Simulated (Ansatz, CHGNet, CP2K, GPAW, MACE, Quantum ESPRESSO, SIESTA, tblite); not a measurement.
# Running random packing of C68N32 (at. %) (79 atoms) with tblite

Aim: run random packing of C68N32 (at. %) (79 atoms) in tblite and see how near its forces come to a plane-wave reference, and at what cost.

Method: the method is named at each step, in tblite 0.8.0.

**1. Set-up**

The cell holds 79 atoms: 54 C and 25 N. Cell: a = 8.889 Å, b = 8.889 Å, c = 8.889 Å, α = 90.0°, β = 90.0°, γ = 90.0°. 79 atoms (54 C, 25 N) packed at random in a cube at 2.36 g/cm³ and pushed apart as soft spheres; a start for melting by ab initio MD, not an equilibrated structure. Then every atom was moved at random, 0.02 Å r.m.s. a Cartesian component.

The yardstick, on the same geometry:

```
method                 : Kohn-Sham DFT, PBE, SSSP efficiency 1.3.0 pseudopotentials, plane waves (Quantum ESPRESSO 7.5); sssp-pbe-1.3.0-efficiency, cutoffs 60/480 Ry, Γ point
r.m.s. force component : 1.953 eV/Å
longest force          : 5.878 eV/Å
pressure               : -24.14 GPa
time                   : 2.8 min on 2 MPI ranks of Arm Neoverse V2, shared host
CPU time               : 5.6 min
```

**2. GFN1-xTB**

Method: GFN1-xTB tight binding, diagonalisation.

run.py reads:

```python
import numpy as np
from ase.io import read
from tblite.ase import TBLite

atoms = read("structure.xyz")
atoms.calc = TBLite(method="GFN1-xTB", electronic_temperature=580, accuracy=1.0, max_iterations=250, mixer_damping=0.1, verbosity=1)
energy = atoms.get_potential_energy()
forces = atoms.get_forces()
print(f"energy {energy:.6f} eV")
print("forces (eV/A)")
for i, (a, f) in enumerate(zip(atoms, forces)):
    print(f"{i:4d} {a.symbol:2s} {f[0]:10.5f} {f[1]:10.5f} {f[2]:10.5f}")
stress = -atoms.get_stress(voigt=False) * 160.21766
print("stress (GPa, compression positive)")
for row in stress:
    print(" ".join(f"{x:10.4f}" for x in row))
print("charges (e)")
print(np.array2string(atoms.get_charges(), precision=4, suppress_small=True, max_line_width=110, threshold=100000))
```

structure.xyz reads:

```xyz
79
Lattice="8.88940 0.00000 0.00000 0.00000 8.88940 0.00000 0.00000 0.00000 8.88940" Properties=species:S:1:pos:R:3 pbc="T T T"
C 6.41130 3.03377 0.78040
C 3.94609 6.73754 4.55440
C 4.69014 2.06003 4.14513
C 4.95148 4.55920 0.74422
C 2.93697 0.59675 2.55464
C 7.22477 0.97641 8.68299
C 6.07475 8.27541 6.19636
C 0.79951 6.87462 5.90025
C 1.21323 1.92055 8.25016
C 0.97659 2.64904 1.10904
C 5.06687 6.28232 5.74113
C 1.08815 5.23532 5.90007
C 0.70706 7.15472 1.91735
C 3.41477 0.24366 4.35758
C 7.44718 1.94509 5.84016
C 1.40719 8.59045 8.82877
C 4.57057 0.35389 1.14104
C 0.60395 2.01860 2.70149
C 2.20742 4.24540 3.53140
C 1.10282 3.73577 4.85601
C 1.57618 5.64832 1.23429
C 7.46336 2.79003 2.32084
C 7.21864 0.22081 4.97406
C 5.85998 2.49428 5.65668
C 7.44852 5.24252 4.92739
C 5.06020 2.34342 7.47545
C 7.29411 7.77485 1.62907
C 6.46686 1.01721 1.30541
C 3.44322 2.01345 1.37403
C 2.78043 5.85598 5.95270
C 8.73552 5.90318 8.85651
C 4.78356 7.63635 0.38776
C 7.14005 6.93267 6.17662
C 7.26993 4.08326 7.01729
C 1.77352 6.68518 8.65525
C 0.62341 3.57976 6.77452
C 1.62738 7.27002 3.46820
C 6.96084 5.76069 8.73277
C 6.12142 0.62306 3.79364
C 4.43083 3.99481 2.57464
C 6.37717 7.87432 3.28472
C 8.33852 4.01490 5.57054
C 3.65185 7.28700 1.72214
C 8.88593 4.95051 4.04272
C 3.83853 4.59689 5.00811
C 7.29953 1.88162 3.78004
C 7.36913 2.39925 7.70729
C 5.06651 4.76276 7.68089
C 2.79305 2.54877 7.31927
C 2.88861 8.36804 6.86119
C 6.38099 4.60800 2.30004
C 2.87661 1.05144 8.17949
C 3.27894 5.43009 1.21607
C 5.77820 0.95792 6.70110
N 2.25044 7.68284 5.14163
N 2.46139 2.89430 5.70193
[... 19 atom lines left out ...]
N 1.88731 4.16362 1.85895
N 6.41477 6.17324 3.62901
N 5.93919 3.28019 3.77017
N 0.45460 2.31587 5.60521
```

Run with:

```console
$ OMP_NUM_THREADS=1 python run.py > output.txt
```

Output:

```text
------------------------------------------------------------
  cycle        total energy    energy error   density error
------------------------------------------------------------
      1     -176.5920483076  -1.7645467E+02   6.7156499E-01
      2     -182.2567639328  -5.6647156E+00   4.3519741E-01
      3     -181.9647408153   2.9202312E-01   3.6040057E-01
      4     -182.9326037329  -9.6786292E-01   3.1249006E-01
      5     -183.2596481152  -3.2704438E-01   2.4887053E-01
      6     -183.0373417155   2.2230640E-01   2.0259911E-01
      7     -183.4487295431  -4.1138783E-01   1.2627463E-01
      8     -183.7221718589  -2.7344232E-01   5.8136580E-02
      9     -183.7900401989  -6.7868340E-02   2.9238809E-02
     10     -183.8249041086  -3.4863910E-02   8.5141336E-03
     11     -183.8258083386  -9.0422998E-04   4.7796144E-03
     12     -183.8267876578  -9.7931924E-04   2.2035018E-03
     13     -183.8270062391  -2.1858127E-04   1.3254863E-03
     14     -183.8270251217  -1.8882649E-05   9.8536842E-04
     15     -183.8270288297  -3.7080151E-06   8.6841231E-04
     16     -183.8270314687  -2.6389297E-06   5.5679333E-04
     17     -183.8270328012  -1.3325640E-06   2.0966566E-04
     18     -183.8270329342  -1.3299098E-07   8.8730558E-05
     19     -183.8270331620  -2.2780122E-07   5.1440615E-05
     20     -183.8270332723  -1.1030332E-07   1.5726860E-05
------------------------------------------------------------
 total:                                   1.206 sec
energy -5002.188364 eV
forces (eV/A)
   0 C     1.16026   -2.66411    4.05090
   1 C     1.97887   -2.52431    4.87424
   2 C     7.20044   -0.46224    2.11204
   3 C     0.84402   -1.33687    0.90979
   4 C    -2.93398    0.62121   -1.27412
   5 C    -1.49744    1.59038    1.58241
   6 C     0.76353    3.04937   -1.02267
   7 C    -0.82341    1.66631   -3.65751
   8 C     1.44229   -1.04875    0.71596
   9 C     0.42471   -1.38208    2.34975
  10 C    -2.42760    1.07479   -2.98754
  11 C     4.55618    0.45495    1.34835
  12 C    -0.43063   -2.18249    4.74941
  13 C    -3.86366    2.19840   -2.54685
  14 C    -3.48361   -1.18250   -2.22812
  15 C     2.66901   -1.14469    2.72267
  16 C     2.41237    1.23247    0.16013
  17 C    -0.56942   -1.47180   -4.56086
  18 C    -1.92141   -0.83269   -0.76494
  19 C     2.66461    1.29320   -2.55087
  20 C     4.48637   -1.42451   -3.18713
  21 C    -2.43289   -0.75956   -0.26163
  22 C    -3.61442    2.12963    0.93758
  23 C    -1.43944   -4.66348    2.58629
[...]
71 N     3.89546    0.30953   -1.44964
  72 N    -1.50611    4.59355   -1.24339
  73 N    -4.95446   -1.06602    6.56944
  74 N     0.65672    4.50556    1.82129
  75 N    -1.41044    0.50280    2.77359
  76 N    -1.75884    1.53249   -0.73677
  77 N    -2.90422   -1.08884   -1.26004
  78 N    -0.09075    4.97432    2.02240
stress (GPa, compression positive)
  -50.5720     2.4974     2.4985
    2.4974   -60.2860     1.7971
    2.4985     1.7971   -51.5254
charges (e)
[-0.0231  0.086   0.0377  0.0484  0.1237  0.0892  0.1117  0.2729  0.1358  0.1181  0.0337  0.0631  0.1614
  0.186   0.0901  0.1353  0.0309  0.0993  0.031   0.2022  0.1637  0.0338  0.0602 -0.0196  0.1225 -0.0413
  0.2005 -0.067  -0.036  -0.0405  0.1634  0.0528  0.1339  0.0827  0.094   0.1782  0.1261  0.0762 -0.0713
  0.1219  0.1704  0.0926  0.0038  0.0165  0.0481  0.1203  0.1453  0.039   0.1449  0.2786  0.1543  0.128
  0.1951  0.0699 -0.1273 -0.2703 -0.1496 -0.2603 -0.2554 -0.2233 -0.1692 -0.1996 -0.196  -0.1734 -0.2423
 -0.0701 -0.2127 -0.2857 -0.194  -0.121  -0.1803 -0.272  -0.1988 -0.0479 -0.3011 -0.2066 -0.2196 -0.255
 -0.1423]
```

Elapsed: 1.8 s, on 1 thread of Arm Neoverse V2, shared host; peak memory 0.11 GiB.

Banners, paths, timers and routine set-up lines are dropped from the logs unmarked, and long logs keep their key lines alone; longer cuts are marked.

Against the reference:

| Item | Value |
| --- | --- |
| r.m.s. force component | 2.696 eV/Å |
| r.m.s. difference of force components | 939 meV/Å |
| longest difference of force vectors | 3076 meV/Å |
| force difference over r.m.s. force | 48.07 % |
| slope of forces against the reference's | 1.337 |
| correlation of force components | 0.9688 |
| pressure | -54.13 GPa |
| pressure difference | -29.99 GPa |

Length of the force difference by element (eV/Å):

| element | atoms | mean | most |
| --- | --- | --- | --- |
| C | 54 | 1.4 | 2.7 |
| N | 25 | 1.6 | 3.1 |

Local excerpt of 11 atoms (numbers count through the whole input) about N58, picked at random; x, y, z are measured from there.

| atom | x | y | z | distance (Å) | Mulliken charge (e) | Fx | Fy | Fz (eV/Å) |
| --- | --- | --- | --- | --- | --- | --- | --- | --- |
| N58 | 0.00 | 0.00 | 0.00 | 0.00 | -0.26 | -4.34 | -1.46 | 3.87 |
| C34 | -0.96 | -1.51 | -0.08 | 1.79 | 0.08 | 3.22 | 1.01 | 0.03 |
| C31 | 0.51 | 0.31 | 1.76 | 1.86 | 0.16 | -4.48 | 1.44 | -4.12 |
| C33 | -1.09 | 1.34 | -0.92 | 1.96 | 0.13 | -4.09 | 0.09 | 0.57 |
| C38 | -1.27 | 0.17 | 1.64 | 2.08 | 0.08 | 3.95 | 3.66 | -3.13 |
| N74 | 0.47 | 1.94 | 0.76 | 2.13 | -0.05 | -4.95 | -1.07 | 6.57 |
| C12 | 1.75 | -0.35 | -1.19 | 2.15 | 0.06 | 4.56 | 0.45 | 1.35 |
| C42 | 0.11 | -1.57 | -1.52 | 2.19 | 0.09 | -2.50 | 1.92 | 2.60 |
| C8 | 1.46 | 1.29 | -1.19 | 2.28 | 0.27 | -0.82 | 1.67 | -3.66 |
| C25 | -0.78 | -0.35 | -2.17 | 2.33 | 0.12 | 4.07 | 1.32 | -2.80 |
| C36 | 1.28 | -2.01 | -0.32 | 2.41 | 0.18 | -2.55 | 0.15 | -1.13 |

Atoms are counted from 1 here, from 0 in the log.

Forces lie 48 % from the reference's, at 0.0052 times its CPU time (on 1 against 2 cores).

**3. IPEA1-xTB**

Method: IPEA1-xTB tight binding, diagonalisation.

run.py, as its differences from that of step 2:

```diff
@@ -5,3 +5,3 @@
 atoms = read("structure.xyz")
-atoms.calc = TBLite(method="GFN1-xTB", electronic_temperature=580, accuracy=1.0, max_iterations=250, mixer_damping=0.1, verbosity=1)
+atoms.calc = TBLite(method="IPEA1-xTB", electronic_temperature=580, accuracy=1.0, max_iterations=250, mixer_damping=0.1, verbosity=1)
 energy = atoms.get_potential_energy()
```

structure.xyz is that of step 2.

Output:

```text
------------------------------------------------------------
  cycle        total energy    energy error   density error
------------------------------------------------------------
      1     -198.6375067470  -1.9859927E+02   5.8101936E-01
      2     -211.8833161159  -1.3245809E+01   3.4346399E-01
      3     -212.7338193820  -8.5050327E-01   2.6640151E-01
      4     -212.8899198738  -1.5610049E-01   2.3794782E-01
      5     -213.0276776014  -1.3775773E-01   1.5588547E-01
      6     -213.0052841618   2.2393440E-02   5.3572822E-02
      7     -213.1507597321  -1.4547557E-01   1.0272960E-02
      8     -213.1592274667  -8.4677346E-03   2.4328468E-03
      9     -213.1594881490  -2.6068231E-04   1.1467576E-03
     10     -213.1595142686  -2.6119569E-05   9.4700562E-04
     11     -213.1595212348  -6.9662078E-06   7.6896988E-04
     12     -213.1595195189   1.7159006E-06   5.4249978E-04
     13     -213.1595230820  -3.5631349E-06   1.5757530E-04
     14     -213.1595239850  -9.0296720E-07   2.8202150E-05
     15     -213.1595240455  -6.0443426E-08   7.3381363E-06
------------------------------------------------------------
 total:                                   5.761 sec
energy -5800.366094 eV
forces (eV/A)
   0 C     1.68070   -3.28742    5.66360
   1 C     1.80061   -2.68393    7.12100
   2 C    10.20062   -0.16005    2.81024
   3 C     0.76240   -1.35588    1.43205
   4 C    -4.39569    0.88635   -1.58307
   5 C    -1.58887    2.05274    1.62614
   6 C     0.00268    4.25960   -1.51561
   7 C    -0.61770    2.92586   -5.68828
   8 C     1.80366   -1.44758    0.30893
   9 C     0.92431   -1.10386    2.69932
  10 C    -3.28303    1.81294   -3.84538
  11 C     3.78623   -0.20916    0.91711
  12 C    -1.75932   -2.38957    6.07581
  13 C    -5.98765    1.80410   -2.45328
  14 C    -3.52371   -1.88042   -2.78544
  15 C     3.74195   -1.17767    3.88637
  16 C     2.17561    1.60530    0.11343
  17 C    -1.09825   -3.02063   -5.11314
  18 C    -3.27431   -1.23513   -1.02240
  19 C     3.20674    1.28419   -1.29876
  20 C     6.01444   -2.37005   -5.12169
  21 C    -3.72012   -0.95953   -0.18251
  22 C    -4.55744    3.70024    0.90574
  23 C    -1.91280   -6.34246    2.96166
[...]
71 N     5.44418    0.27468   -2.43315
  72 N    -2.78715    6.45573   -1.48959
  73 N    -6.53797   -1.86869    9.71730
  74 N     0.15775    6.48571    3.02267
  75 N    -1.83733    1.57899    3.30556
  76 N    -1.89258    1.91520   -0.36732
  77 N    -3.77451   -1.92697   -2.15706
  78 N    -1.73299    8.31464    2.52469
stress (GPa, compression positive)
  -92.0473     3.9683     3.6721
    3.9683  -104.6291     2.7179
    3.6721     2.7179   -93.6790
charges (e)
[ 0.0155  0.0726  0.0394  0.0485  0.0696  0.0711  0.0787  0.1585  0.1031  0.0844  0.043   0.0819  0.1098
  0.1188  0.0764  0.113   0.0394  0.0819  0.0584  0.1186  0.1109  0.0397  0.0558  0.0067  0.092   0.0148
  0.119  -0.0043  0.0258  0.0149  0.1104  0.0413  0.102   0.0759  0.1003  0.1211  0.1262  0.071  -0.0027
  0.0842  0.1254  0.093   0.0494  0.0633  0.0502  0.0699  0.0829  0.0405  0.0821  0.16    0.1041  0.0947
  0.1195  0.0631 -0.1116 -0.2299 -0.1239 -0.1787 -0.2118 -0.2069 -0.1766 -0.1582 -0.155  -0.1263 -0.1794
 -0.0747 -0.1637 -0.2059 -0.1559 -0.0979 -0.1392 -0.2125 -0.1929 -0.0518 -0.2545 -0.1695 -0.1801 -0.2158
 -0.1126]
```

Wall time 6.4 s (1 thread); peak memory 0.11 GiB.

Compared with the plane-wave run:

- r.m.s. force component: 3.76 eV/Å
- r.m.s. difference of force components: 2057 meV/Å
- longest difference of force vectors: 6112 meV/Å
- force difference over r.m.s. force: 105.3 %
- slope of forces against the reference's: 1.798
- correlation of force components: 0.9341
- pressure: -96.79 GPa
- pressure difference: -72.65 GPa

Against the first run (48 %), the force difference from the reference is 105 %, at 3.7 times the CPU time.

**4. Side by side**

Differences are against the plane-wave reference, forces as r.m.s. over components; share is that over the reference's r.m.s. force, slope the least-squares factor from reference forces to these. Total energies of different programs have different zeros and aren't compared.

| run | Δ force, r.m.s. (meV/Å) | share (%) | slope | Δ pressure (GPa) | cores | CPU time | memory (GiB) |
| --- | --- | --- | --- | --- | --- | --- | --- |
| reference | - | - | - | - | 2 | 5.6 min | 1.7 |
| tblite GFN1-xTB | 939 | 48.1 | 1.337 | -30.0 | 1 | 1.8 s | 0.11 |
| tblite IPEA1-xTB | 2057 | 105 | 1.798 | -72.6 | 1 | 6.4 s | 0.11 |

CPU time is summed over cores on a shared host, where runs went side by side, so it is rough. Symmetry, cutoffs, thresholds, outputs and thread counts weren't matched or tuned between programs; memory under MPI is the largest rank's times the ranks.

**5. Results**

- nearest in forces: tblite GFN1-xTB, 48 %
- its CPU time: 1.8 s

Tight binding differs by 48 % (tblite GFN1-xTB) to 105 % (tblite IPEA1-xTB); it is another model, with fitted parameters of its own, and the xTB methods hold dispersion. IPEA1-xTB was fitted to ionisation energies and electron affinities, not to forces or charges. Of the electronic-structure runs that take under half the reference's CPU time, tblite GFN1-xTB comes nearest, at 48 % in 1.8 s against 5.6 min; its pressure misses by -30.0 GPa. Periodic xTB results under one method name differ between programs and library versions. The reference's pressure holds the uncorrected Pulay stress of its 60 Ry basis, so small pressure differences, and their order, may be the reference's own error. The electron count is odd in QE PBE, sssp-1.3.0-efficiency, 60/480 Ry, and they have no spin polarisation, so the unpaired electron is spread evenly over both spins. The reference's stress is far from hydrostatic: its diagonal is -20.5, -29.5, -22.4 GPa, compression counted positive. The reference's pressure of -24 GPa says that the cell would shrink at this level of theory. The electronic-structure runs sample only Γ, in a cell whose shortest periodic width is 9 Å, which is coarse for a cell with partly filled levels.

[Also dropped from logs without a mark: logging warnings of Python, and SIESTA's first energy breakdown and zero terms.]

[Logs are printed without paths, hosts, clocks, repeated set-up lines and the standing remarks that a program may print on its own settings, such as how far it seeks lower states.]

[Hosts, paths, dates, database ids (printed as entryN), source tags and the programs' standing remarks are cut or masked in the printed files.]
